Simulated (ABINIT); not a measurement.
# CaO (Fm-3m): G0W0 in ABINIT against the bands in the self-energy

Aim: move the bands in the self-energy of a G0W0 run on CaO (Fm-3m) over a wide range.

Program: ABINIT 10.8.3. Level of theory: PBE and many-body steps on it, plane waves. Results are calculated unless marked as measured.

**1. The starting structure**

The structure is cubic, space group Fm-3m (No. 225). Conventional cell: a = 4.807 Å, b = 4.807 Å, c = 4.807 Å, α = 90.00°, β = 90.00°, γ = 90.00°. Nearest to Ca lie 6 O at 2.40 Å. O has 6 Ca at 2.40 Å nearest. Farther neighbours and most contacts between anions are not listed.

The cell and positions are those that the Materials Project relaxed with its own functionals (PBE, PBE+U or r2SCAN), kept fixed.

**2. Screening, 4×4×4 mesh, 90 bands, screening to 217.7 eV**

This step: ABINIT 10.8.3; RPA screening on PBE, plane waves, norm-conserving pseudopotentials.

The RPA dielectric matrix is built and inverted for each q.

run.abi reads:

```
acell 3*1.0 Angstrom
rprim 
  -0.000000000000 2.403555696000 2.403555696000
  2.403555696000 -0.000000000000 2.403555696000
  2.403555696000 2.403555696000 -0.000000000000
ntypat 2
znucl 20 8
natom 2
typat 1 2
xred 
  0.000000000000 0.000000000000 0.000000000000
  0.500000000000 0.500000000000 0.500000000000
pp_dirpath "pseudos"
pseudos "Ca.upf, O.upf"
ecut 36
ngkpt 4 4 4
nshiftk 1
shiftk 0 0 0
kptopt 1
chksymbreak 0
istwfk *1
occopt 1
irdwfk 1
optdriver 3
nband 90
ecuteps 8
inclvkb 2
awtr 1
symchi 1
indata_prefix "in"
outdata_prefix "out"
tmpdata_prefix "tmp"
```

Launch:

```console
> OMP_NUM_THREADS=1 mpirun -n 4 abinit run.abi > log
```

Log:

```text
.Version 10.8.3 of ABINIT. v10.8.2 released Aug 2026.

 Symmetries : space group Fm -3 m (#225); Bravais cF (face-center cubic)
[... echo of the input left out ...]
== DATASET  1 ==================================================================
-   mpi_nproc: 4, omp_nthreads: 1 (-1 if OMP is not activated)

--- !DatasetInfo
iteration_state: {dtset: 1, }
dimensions: {natom: 2, nkpt: 8, mband: 90, nsppol: 1, nspinor: 1, nspden: 1, mpw: 1964, }
cutoff_energies: {ecut:  36.0, pawecutdg:  -1.0, }
electrons: {nelect:   1.60000000E+01, charge:   0.00000000E+00, occopt:   1.00000000E+00, tsmear:   1.00000000E-02, }

 SCREENING: Calculation of the susceptibility and dielectric matrices

 Based on a program developped by R.W. Godby, V. Olevano, G. Onida, and L. Reining.
 Incorporated in ABINIT by V. Olevano, G.-M. Rignanese, and M. Torrent.
.Using double precision arithmetic ; gwpc =  8

[... cell and pseudopotentials left out ...]
--------------------------------------------------------------------------------

 ==== K-mesh for the wavefunctions ====
 Number of points in the irreducible wedge :     8
[... list of points left out ...]
 Together with 48 symmetry operations and time-reversal symmetry
 yields    64 points in the full Brillouin Zone.

 ==== Q-mesh for the screening function ====
 Number of points in the irreducible wedge :     8
[... list of points left out ...]
 Together with 48 symmetry operations and time-reversal symmetry
 yields    64 points in the full Brillouin Zone.

 setmesh: FFT mesh size selected  =    25x   25x   25
          total number of points  =        15625

 vcoul_init : cutoff-mode = AUXILIARY_FUNCTION
 q-points for optical limit:   1
     1)      0.000010    0.000020    0.000030

- screening: taking advantage of time-reversal symmetry
- Maximum band index for partially occupied states nbvw = 8
- Remaining bands to be divided among processors   nbcw = 82
- Number of bands treated by each node ~20

 Number of electrons calculated from density =   16.0000; Expected =   16.0000
 average of density, n =  0.085375
 r_s =    1.4088
 omega_plasma =   28.1852 [eV]

 calculating chi0 at frequencies [eV] :
  1    0.000000E+00    0.000000E+00
  2    0.000000E+00    2.818519E+01

--------------------------------------------------------------------------------
  q-point number  1        q = ( 0.000000, 0.000000, 0.000000) [r.l.u.]
--------------------------------------------------------------------------------
[... chi0 elements left out ...]
 For q-point:  0.000010 0.000020 0.000030
  dielectric constant =   3.6697
  dielectric constant without local fields =   4.0281

  Average fulfillment of the sum rule on Im[epsilon] for q-point    1 :     70.45  [%]
[... wings left out ...]
  q-point number  2        q = ( 0.250000, 0.000000, 0.000000) [r.l.u.]
--------------------------------------------------------------------------------
[... chi0 elements left out ...]
  Average fulfillment of the sum rule on Im[epsilon] for q-point    2 :     79.74  [%]

 [... 6 further q-points ...]
```

Elapsed: 9.1 s, on 4 MPI ranks of Arm Neoverse V2, shared host; peak memory 0.55 GiB; 36 s of CPU time.

This step gave:

```yaml
eps_infinity_with_local_fields_on_this_mesh_along_the_program_s_q_direction: 3.670
the_same_without_local_fields: 4.028
plasma_frequency: 28.19 eV
plane_waves_in_the_screening_matrix: 181
```

Local fields lower ε∞ by 9 %. On a Γ-centred mesh this coarse the value itself is usually too large, while a short band sum pulls it down.

**3. 16 bands**

This step: G0W0 on PBE, plane waves, norm-conserving pseudopotentials.

Changes to run.abi since step 2:

```diff
@@ -23,8 +23,17 @@
 irdwfk 1
-optdriver 3
-nband 90
+optdriver 4
+nband 16
+gwcalctyp 0
+ecutsigx 36
+symsigma 1
+nkptgw 2
+kptgw 
+  0.0000000000 0.0000000000 0.0000000000
+  0.5000000000 0.5000000000 0.0000000000
+bdgw 
+  6 12
+  7 10
 ecuteps 8
-inclvkb 2
-awtr 1
-symchi 1
+irdscr 1
+ppmodel 1
 indata_prefix "in"
```

Log:

```text
.Version 10.8.3 of ABINIT. v10.8.2 released Aug 2026.

 Symmetries : space group Fm -3 m (#225); Bravais cF (face-center cubic)
[... echo of the input left out ...]
== DATASET  1 ==================================================================
-   mpi_nproc: 4, omp_nthreads: 1 (-1 if OMP is not activated)

--- !DatasetInfo
iteration_state: {dtset: 1, }
dimensions: {natom: 2, nkpt: 8, mband: 16, nsppol: 1, nspinor: 1, nspden: 1, mpw: 1964, }
cutoff_energies: {ecut:  36.0, pawecutdg:  -1.0, }
electrons: {nelect:   1.60000000E+01, charge:   0.00000000E+00, occopt:   1.00000000E+00, tsmear:   1.00000000E-02, }

 SIGMA: Calculation of the GW corrections

 Based on a program developped by R.W. Godby, V. Olevano, G. Onida, and L. Reining.
 Incorporated in ABINIT by V. Olevano, G.-M. Rignanese, and M. Torrent.
.Using double precision arithmetic ; gwpc =  8

[... cell and pseudopotentials left out ...]
--------------------------------------------------------------------------------

 ==== K-mesh for the wavefunctions ====
 Number of points in the irreducible wedge :     8
[... list of points left out ...]
 Together with 48 symmetry operations and time-reversal symmetry
 yields    64 points in the full Brillouin Zone.

 ==== Q-mesh for screening function ====
 Number of points in the irreducible wedge :     8
[... list of points left out ...]
 Together with 48 symmetry operations and time-reversal symmetry
 yields    64 points in the full Brillouin Zone.

 vcoul_init : cutoff-mode = AUXILIARY_FUNCTION
 q-points for optical limit:   1
     1)      0.000010    0.000020    0.000030
 setmesh: FFT mesh size selected  =    36x   36x   36
          total number of points  =        46656

 Number of electrons calculated from density =   16.0000; Expected =   16.0000
 average of density, n =  0.085375
 r_s =    1.4088
 omega_plasma =   28.1852 [eV]

 === KS Band Gaps ===
  >>>> For spin  1
   Minimum direct gap =   4.0354 [eV], located at k-point      :   0.5000  0.5000  0.0000
   Fundamental gap    =   3.6617 [eV], Top of valence bands at :   0.0000  0.0000  0.0000
                                       Bottom of conduction at :   0.5000  0.5000  0.0000
 SIGMA fundamental parameters:
 PLASMON POLE MODEL  1
 number of plane-waves for SigmaX                 1917
 number of plane-waves for SigmaC and W            181
 number of plane-waves for wavefunctions          1917
 number of bands                                    16
 number of independent spin polarizations            1
 number of spinorial components                      1
 number of k-points in IBZ                           8
 number of q-points in IBZ                           8
 number of symmetry operations                      48
 number of k-points in BZ                           64
 number of q-points in BZ                           64
 number of frequencies for dSigma/dE                 9
 frequency step for dSigma/dE [eV]                0.25
 number of omega for Sigma on real axis              0
 max omega for Sigma on real axis  [eV]           0.00
 zcut for avoiding poles [eV]                     0.10

 EPSILON^-1 parameters (SCR file):
 dimension of the eps^-1 matrix on file            181
 dimension of the eps^-1 matrix used               181
 number of plane-waves for wavefunctions          1917
 number of bands                                    90
 number of q-points in IBZ                           8
 number of frequencies                               2
 number of real frequencies                          1
 number of imag frequencies                          1

 matrix elements of self-energy operator (all in [eV])

 Perturbative Calculation

--- !SelfEnergy_ee
iteration_state: {dtset: 1, }
kpoint     : [   0.000,    0.000,    0.000, ]
spin       : 1
KS_gap     :    4.745
QP_gap     :    5.933
Delta_QP_KS:    1.188
data: !SigmaeeData |
     Band     E0 <VxcDFT>   SigX SigC(E0)      Z dSigC/dE  Sig(E)    E-E0       E
        6   5.095 -19.399 -24.614   5.644   0.794  -0.260 -19.058   0.340   5.435
        7   5.095 -19.399 -24.614   5.644   0.794  -0.260 -19.058   0.340   5.435
        8   5.095 -19.399 -24.614   5.644   0.794  -0.260 -19.058   0.340   5.435
        9   9.840 -10.909  -6.359  -2.768   0.857  -0.167  -9.381   1.528  11.368
       10  11.332 -13.905  -6.986  -3.327   0.857  -0.166 -10.825   3.080  14.412
       11  11.332 -13.905  -6.986  -3.327   0.857  -0.166 -10.825   3.080  14.412
       12  11.332 -13.905  -6.986  -3.327   0.857  -0.166 -10.825   3.080  14.412

--- !SelfEnergy_ee
iteration_state: {dtset: 1, }
kpoint     : [   0.500,    0.500,    0.000, ]
spin       : 1
KS_gap     :    4.035
QP_gap     :    5.975
Delta_QP_KS:    1.940
data: !SigmaeeData |
     Band     E0 <VxcDFT>   SigX SigC(E0)      Z dSigC/dE  Sig(E)    E-E0       E
        7   4.721 -18.930 -24.281   5.618   0.794  -0.260 -18.718   0.212   4.934
        8   4.721 -18.930 -24.281   5.618   0.794  -0.260 -18.718   0.212   4.934
        9   8.757 -11.435  -5.853  -3.086   0.862  -0.160  -9.283   2.152  10.909
       10  13.145 -16.134  -8.827  -3.193   0.851  -0.176 -12.635   3.500  16.645

== END DATASET(S) ==============================================================
================================================================================

 -outvars: echo values of variables after computation  --------
           etotal      0.0000000000E+00
            nband          16
             nkpt           8
          spgroup         225
 [... the other variables as echoed above ...]

 Calculation completed.
```

Elapsed: 2.8 s, on 4 MPI ranks; peak memory 0.14 GiB; 11 s of CPU time.

This step gave:

```
G0W0 gap on the points computed              : 5.474 eV
starting gap on the mesh                     : 3.662 eV
k of the valence top                         : 0, 0, 0
k of the conduction bottom                   : 0.5, 0.5, 0
Z at the valence top                         : 0.794
Z at the conduction bottom                   : 0.862
least direct G0W0 gap on the computed points : 5.933 eV
```

**4. 28 bands**

The self-energy is evaluated for the states that the input lists, and the levels follow from it, in one-shot runs by the linearised quasiparticle equation.

Changes to run.abi since step 3:

```diff
@@ -24,3 +24,3 @@
 optdriver 4
-nband 16
+nband 28
 gwcalctyp 0
```

Log:

```text
.Version 10.8.3 of ABINIT. v10.8.2 released Aug 2026.

 Symmetries : space group Fm -3 m (#225); Bravais cF (face-center cubic)
[... echo of the input left out ...]
== DATASET  1 ==================================================================
-   mpi_nproc: 4, omp_nthreads: 1 (-1 if OMP is not activated)

--- !DatasetInfo
iteration_state: {dtset: 1, }
dimensions: {natom: 2, nkpt: 8, mband: 28, nsppol: 1, nspinor: 1, nspden: 1, mpw: 1964, }
cutoff_energies: {ecut:  36.0, pawecutdg:  -1.0, }
electrons: {nelect:   1.60000000E+01, charge:   0.00000000E+00, occopt:   1.00000000E+00, tsmear:   1.00000000E-02, }

 SIGMA: Calculation of the GW corrections

 Based on a program developped by R.W. Godby, V. Olevano, G. Onida, and L. Reining.
 Incorporated in ABINIT by V. Olevano, G.-M. Rignanese, and M. Torrent.
.Using double precision arithmetic ; gwpc =  8

[... cell and pseudopotentials left out ...]
--------------------------------------------------------------------------------

 ==== K-mesh for the wavefunctions ====
 Number of points in the irreducible wedge :     8
[... list of points left out ...]
 Together with 48 symmetry operations and time-reversal symmetry
 yields    64 points in the full Brillouin Zone.

 ==== Q-mesh for screening function ====
 Number of points in the irreducible wedge :     8
[... list of points left out ...]
 Together with 48 symmetry operations and time-reversal symmetry
 yields    64 points in the full Brillouin Zone.

 vcoul_init : cutoff-mode = AUXILIARY_FUNCTION
 q-points for optical limit:   1
     1)      0.000010    0.000020    0.000030
 setmesh: FFT mesh size selected  =    36x   36x   36
          total number of points  =        46656

 Number of electrons calculated from density =   16.0000; Expected =   16.0000
[...]
number of omega for Sigma on real axis              0
 max omega for Sigma on real axis  [eV]           0.00
 zcut for avoiding poles [eV]                     0.10

 EPSILON^-1 parameters (SCR file):
 dimension of the eps^-1 matrix on file            181
 dimension of the eps^-1 matrix used               181
 number of plane-waves for wavefunctions          1917
 number of bands                                    90
 number of q-points in IBZ                           8
 number of frequencies                               2
 number of real frequencies                          1
 number of imag frequencies                          1

 matrix elements of self-energy operator (all in [eV])

 Perturbative Calculation

--- !SelfEnergy_ee
iteration_state: {dtset: 1, }
kpoint     : [   0.000,    0.000,    0.000, ]
spin       : 1
KS_gap     :    4.745
QP_gap     :    5.901
Delta_QP_KS:    1.156
data: !SigmaeeData |
     Band     E0 <VxcDFT>   SigX SigC(E0)      Z dSigC/dE  Sig(E)    E-E0       E
        6   5.095 -19.399 -24.614   4.923   0.787  -0.271 -19.629  -0.230   4.865
        7   5.095 -19.399 -24.614   4.923   0.787  -0.271 -19.629  -0.230   4.865
        8   5.095 -19.399 -24.614   4.923   0.787  -0.271 -19.629  -0.230   4.865
[...]
--- !SelfEnergy_ee
iteration_state: {dtset: 1, }
kpoint     : [   0.500,    0.500,    0.000, ]
spin       : 1
KS_gap     :    4.035
QP_gap     :    6.081
Delta_QP_KS:    2.046
data: !SigmaeeData |
     Band     E0 <VxcDFT>   SigX SigC(E0)      Z dSigC/dE  Sig(E)    E-E0       E
[...]
9   8.757 -11.435  -5.853  -3.618   0.854  -0.170  -9.757   1.678  10.435
       10  13.145 -16.134  -8.827  -3.955   0.840  -0.190 -13.318   2.816  15.961

== END DATASET(S) ==============================================================
================================================================================

 -outvars: echo values of variables after computation  --------
           etotal      0.0000000000E+00
            nband          28
             nkpt           8
          spgroup         225
 [... the other variables as echoed above ...]

 Calculation completed.
```

Elapsed: 3.3 s, on 4 MPI ranks; peak memory 0.45 GiB; 13 s of CPU time.

Numbers from this step:

* G0W0 gap on the points computed: 5.57 eV
* starting gap on the mesh: 3.662 eV
* k of the valence top: 0, 0, 0
* k of the conduction bottom: 0.5, 0.5, 0
* Z at the valence top: 0.787
* Z at the conduction bottom: 0.854
* least direct G0W0 gap on the computed points: 5.901 eV

The gap on the mesh goes from 3.66 eV to 5.57 eV, a correction of +1.91 eV.

**5. 56 bands**

Changes to run.abi since step 4:

```diff
@@ -24,3 +24,3 @@
 optdriver 4
-nband 28
+nband 56
 gwcalctyp 0
```

Log:

```text
.Version 10.8.3 of ABINIT. v10.8.2 released Aug 2026.

 Symmetries : space group Fm -3 m (#225); Bravais cF (face-center cubic)
[... echo of the input left out ...]
== DATASET  1 ==================================================================
-   mpi_nproc: 4, omp_nthreads: 1 (-1 if OMP is not activated)

--- !DatasetInfo
iteration_state: {dtset: 1, }
dimensions: {natom: 2, nkpt: 8, mband: 56, nsppol: 1, nspinor: 1, nspden: 1, mpw: 1964, }
cutoff_energies: {ecut:  36.0, pawecutdg:  -1.0, }
[...]
Band     E0 <VxcDFT>   SigX SigC(E0)      Z dSigC/dE  Sig(E)    E-E0       E
[...]
9   8.757 -11.435  -5.853  -3.971   0.851  -0.175 -10.063   1.371  10.128
       10  13.145 -16.134  -8.827  -4.447   0.836  -0.196 -13.743   2.391  15.537

== END DATASET(S) ==============================================================
================================================================================

 -outvars: echo values of variables after computation  --------
           etotal      0.0000000000E+00
            nband          56
             nkpt           8
          spgroup         225
 [... the other variables as echoed above ...]

 Calculation completed.
```

The job ended after 4.3 s (4 MPI ranks; peak memory 0.48 GiB).

This step gave:

```yaml
g0w0_gap_on_the_points_computed: 5.67 eV
starting_gap_on_the_mesh: 3.662 eV
k_of_the_valence_top: 0, 0, 0
k_of_the_conduction_bottom: 0.5, 0.5, 0
least_direct_g0w0_gap_on_the_computed_points: 6.064 eV
```

Against the run before, the gap moves by +0.100 eV.

**6. 90 bands**

Changes to run.abi since step 5:

```diff
@@ -24,3 +24,3 @@
 optdriver 4
-nband 56
+nband 90
 gwcalctyp 0
```

Log:

```text
.Version 10.8.3 of ABINIT. v10.8.2 released Aug 2026.

 Symmetries : space group Fm -3 m (#225); Bravais cF (face-center cubic)
[... echo of the input left out ...]
== DATASET  1 ==================================================================
-   mpi_nproc: 4, omp_nthreads: 1 (-1 if OMP is not activated)

--- !DatasetInfo
iteration_state: {dtset: 1, }
dimensions: {natom: 2, nkpt: 8, mband: 90, nsppol: 1, nspinor: 1, nspden: 1, mpw: 1964, }
cutoff_energies: {ecut:  36.0, pawecutdg:  -1.0, }
[...]
Band     E0 <VxcDFT>   SigX SigC(E0)      Z dSigC/dE  Sig(E)    E-E0       E
[...]
9   8.757 -11.435  -5.853  -4.097   0.851  -0.176 -10.171   1.264  10.020
       10  13.145 -16.134  -8.827  -4.660   0.835  -0.198 -13.925   2.210  15.355

== END DATASET(S) ==============================================================
================================================================================

 -outvars: echo values of variables after computation  --------
           etotal      0.0000000000E+00
            nband          90
             nkpt           8
          spgroup         225
 [... the other variables as echoed above ...]

 Calculation completed.
```

It took 5.7 s on 4 MPI ranks; peak memory 0.48 GiB.

Numbers from this step:

```
G0W0 gap on the points computed              : 5.741 eV
starting gap on the mesh                     : 3.662 eV
k of the valence top                         : 0, 0, 0
k of the conduction bottom                   : 0.5, 0.5, 0
least direct G0W0 gap on the computed points : 6.167 eV
```

Against the run before, the gap moves by +0.071 eV.

**7. Side by side**

Times are wall times on 4 MPI ranks of Arm Neoverse V2, shared host, good to a factor of about two. A run's time includes the screening step that it read.

| run | mesh | bands | screening cutoff (eV) | DFT gap (eV) | gap on the mesh (eV) | direct (eV) | ε∞ used | time |
| --- | --- | --- | --- | --- | --- | --- | --- | --- |
| 16 bands | 4×4×4 | 16 | 217.7 | 3.662 | 5.474 | 5.933 | 3.67 | 12 s |
| 28 bands | 4×4×4 | 28 | 217.7 | 3.662 | 5.570 | 5.901 | 3.67 | 12 s |
| 56 bands | 4×4×4 | 56 | 217.7 | 3.662 | 5.670 | 6.064 | 3.67 | 13 s |
| 90 bands | 4×4×4 | 90 | 217.7 | 3.662 | 5.741 | 6.167 | 3.67 | 15 s |

**8. What came out**

- 16 bands: 5.474 eV
- 28 bands: 5.570 eV
- 56 bands: 5.670 eV
- 90 bands: 5.741 eV
- known limits: not at the basis limit; coarse k mesh

What this shows: The setting moved: bands in the self-energy. From 16 bands to 90 bands the gap moves by +0.27 eV. The last step still moves it by +0.071 eV. Bands and screening cutoff are coupled, so a series along one setting does not show full convergence. Bands and cutoff are finite, so the gap is not at the basis limit. The miss can reach some tenths of an eV and take either sign; the mesh is an error of its own. In the first G0W0 run levels were corrected at 2 k points alone, so a gap called «on the mesh» is the least over those, and an edge elsewhere would be missed. The 4×4×4 mesh is coarse for this cell, which bears on the long-range parts of exchange and screening.

[Paths, hosts, dates, memory and timing lines, banners, echoed tables and standing remarks are left out of the program output.]

[Logs are printed without paths, hosts, clocks, repeated set-up lines and the standing remarks that a program may print on its own settings, such as how far it seeks lower states.]

[Runs of the session that timed out or met a known fault of the program may be left out.]

[No measured gap is set beside runs whose start may be inverted or whose files or cutoffs have a known fault.]

[Hosts, paths, dates, database ids (printed as entryN), source tags and the programs' standing remarks are cut or masked in the printed files.]

[G0W0 gaps are taken among the corrected bands and points alone; a level outside them can change the order at an edge.]

[Where Ansatz stands beside ABINIT at settings called matched, ABINIT's density can come from a denser mesh and the files from another edition; pairs whose starting gaps differed by over 0.03 eV were left out, so agreement reads better than it is.]
